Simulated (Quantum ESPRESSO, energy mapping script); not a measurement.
# MnS: exchange couplings from total energies, part 3 of 3

How strongly do the moments of MnS couple under PBE+U (6 eV), QE, GBRV? The plan is to run several orders and fit a Heisenberg model.

PBE with U = 6 eV on Mn d, ortho-atomic projectors; plane waves, U on orthogonalised atomic orbitals unless named otherwise, collinear spin, no spin–orbit coupling.

So far. Step 10 (Parallel start in cell E (6 atoms)): The run ends ferromagnetic. For each magnetic atom its energy differs from the parallel run of the first cell by 0.68 meV, an error that one common reference would have brought in. Step 11 (Uncompensated ++− start in cell E (6 atoms)): The run ends ferrimagnetic, 15.63 meV a magnetic atom below the parallel order of its cell.

The database entry behind the starting cell differs from later determinations by our own check (an axis about 0.2 % short against later determinations), so it need not match the best structure at ambient conditions.

### Step 12. Mapping onto a Heisenberg model

Each energy difference is a sum of couplings weighted by the pairs that the order reverses. A few near shells are fitted to the differences by least squares. Energies are those extrapolated to zero occupation width, not the free energies F.

Energies from the parallel order of the same cell:

```
                      order  atoms  energy (meV a magnetic atom)  moments (μB)  moments kept as typed  opposed neighbours at 3.68, 5.21, 6.38 Å
         parallel in cell A      4                          0.00          4.56                    yes                                   0, 0, 0
   compensated +− in cell A      4                        -27.10          4.50                    yes                                  6, 6, 12
         parallel in cell B      4                          0.00          4.56                    yes                                   0, 0, 0
   compensated +− in cell B      4                        -13.04          4.54                    yes                                  8, 0, 16
         parallel in cell C      6                          0.00          4.56                    yes                                   0, 0, 0
uncompensated ++− in cell C      6                        -21.99  4.49 to 4.53                    yes                                  4, 4, 12
         parallel in cell D      6                          0.00          4.56                    yes                                   0, 0, 0
uncompensated ++− in cell D      6                        -20.83  4.50 to 4.53                    yes                             6.67, 2.67, 8
         parallel in cell E      6                          0.00          4.56                    yes                                   0, 0, 0
uncompensated ++− in cell E      6                        -15.63  4.52 to 4.54                    yes                            5.33, 1.33, 16
```

Fitted to E = −Σ J e·e over ordered pairs of unit vectors (J > 0 favours parallel moments):

```csv
pair,distance (Å),neighbours,J (meV)
Mn–Mn,3.68,12,-0.590
Mn–Mn,5.21,6,-1.50
Mn–Mn,6.38,24,-0.103
Mn–Mn,7.37,12,-0.250
```

Adding the shell at 8.24 Å gives -0.50, -1.4, -0.089, -0.27 and -0.067 meV and a mean-field temperature of 42.1 K, an exact solve that tests nothing.

In mean field these couplings order at 46.3 K, at q = (0.50, 0.50, 0.50) in fractions of the conventional cell's reciprocal vectors, and give a Curie–Weiss temperature of -167 K.

### Step 13. Ordering temperature by Monte Carlo

Mean field ignores fluctuations and overstates the ordering temperature, so the model is also sampled. The heat capacity peaks where order sets in.

Classical unit spins with these couplings on 8×8×4 copies of a cell that holds the lowest order (512 spins), heat-bath sweeps, cooled from random directions, 831 sweeps to settle and 2493 measured at each temperature, averaged over 8 runs.

```
T (K)  order along the lowest pattern  net moment  heat capacity (k_B a spin)
 5.55                            0.43        0.01                        1.03
 9.49                            0.43        0.01                        1.09
 15.4                            0.38        0.01                        1.24
 19.3                            0.32        0.01                        1.44
 23.3                            0.27        0.01                        1.75
 29.2                            0.15        0.01                        1.09
 33.1                            0.11        0.02                        0.72
 37.1                            0.09        0.02                        0.53
 41.0                            0.08        0.02                        0.44
 46.9                            0.07        0.02                        0.34
 50.9                            0.07        0.02                        0.29
```

The smoothed heat capacity peaks at 24.1 K. The order column follows one pattern alone; equivalent domains or another pattern share the rest.

### Step 14. Beside the first set of runs

The first set of orders, under PBE+U (4 eV), QE, GBRV, took 58 min of CPU time summed over its finished orders (seed run apart), these 53 min.

```csv
quantity,this set,first set
"J at 3.68 Å, meV",-0.590,-1.01
"J at 5.21 Å, meV",-1.50,-3.49
"J at 6.38 Å, meV",-0.103,-0.151
"J at 7.37 Å, meV",-0.250,-0.400
"ordering temperature, mean field, K",46.3,125
"heat-capacity peak, Monte Carlo, K",24.1,73.9
```

The coupling that led in the first set goes from -3.49 to -1.50 meV.

### Step 15. Results

| Item | Value |
| --- | --- |
| lowest order tried | compensated +− in cell A |
| largest fitted value, Mn–Mn at 5.21 Å | -1.50 meV |
| ordering temperature, mean field | 46.3 K |
| heat-capacity peak, Monte Carlo | 24.1 K |

In words: Of the orders tried, MnS prefers the order “compensated +− in cell A” under PBE+U (6 eV), QE, GBRV, with 6 of 12 neighbours at 3.68 Å, 6 of 6 neighbours at 5.21 Å and 12 of 24 neighbours at 6.38 Å opposed, and the heat capacity of the fitted model peaks near 24 K (Monte Carlo, classical spins). The coupling at 5.21 Å is 0.43 times that of the first set, at 0.90 times the CPU time. The largest fitted coupling is the Mn–Mn pair at 5.21 Å, antiferromagnetic at -1.5 meV, across a ligand at about 180°. The straight metal–ligand–metal path outweighs the right-angled one, the pattern expected of superexchange through one ligand p orbital, which these runs do not test. The orders also reverse pairs at 8.24 Å, which are not fitted, so the fitted values hold their part too. With 5 differences for 4 couplings the fit misses by 0.82 meV at most, a small part of the spread. In the fitted orders moments change by up to 1.4 % against the parallel run of the same cell, so their size stays put. Monte Carlo puts the peak at 0.52 of the mean-field temperature, since mean field leaves out fluctuations. In tests on simple cubic and body-centred models such peaks lay 5 to 6 % under the bulk value. On cooling, the order along the one computed pattern stays at or under 0.43: the model settles in an equivalent domain, a degenerate mixture or another order. The Curie–Weiss temperature is 6.9 times the peak temperature in size, a mark of frustration. The parallel order holds 5 μB a magnetic atom, spin 2.5; the common factor (S+1)/S would raise the classical 24.1 K to 33.7 K, a correction that often overshoots. The classical value and the one scaled by (S+1)/S differ by a factor of 1.4, so closeness of either to the measured temperature is partly a matter of convention.

Comparison with the measured values:

| quantity | measured | PBE+U (6 eV), QE, GBRV, Monte Carlo | PBE+U (6 eV), QE, GBRV, Monte Carlo × (S+1)/S |
| --- | --- | --- | --- |
| ordering temperature (spin model) (K) | 150 | 24 (-83.9 %) | 34 (-77.5 %) |

Measured values from arxiv:1108.4537 (2011).

Verdict: For the ordering temperature, of the levels listed nearest comes PBE+U (6 eV), QE, GBRV, Monte Carlo × (S+1)/S (-77.5 %, a clear miss) and farthest PBE+U (6 eV), QE, GBRV, Monte Carlo (-83.9 %, a clear miss). A U picked for its result is no test. No cell relaxation is part of this session.

[Logs and program files are shortened in this print: banners, set-up blocks, solver, clock and traceback lines can be left out without a mark of their own.]

[Logs are printed without paths, hosts, clocks, repeated set-up lines and the standing remarks that a program may print on its own settings, such as how far it seeks lower states.]

[Hosts, paths, dates, database ids (printed as entryN), source tags and the programs' standing remarks are cut or masked in the printed files.]

[Where a cell is said to come from a database of computed structures, the database is the Materials Project.]
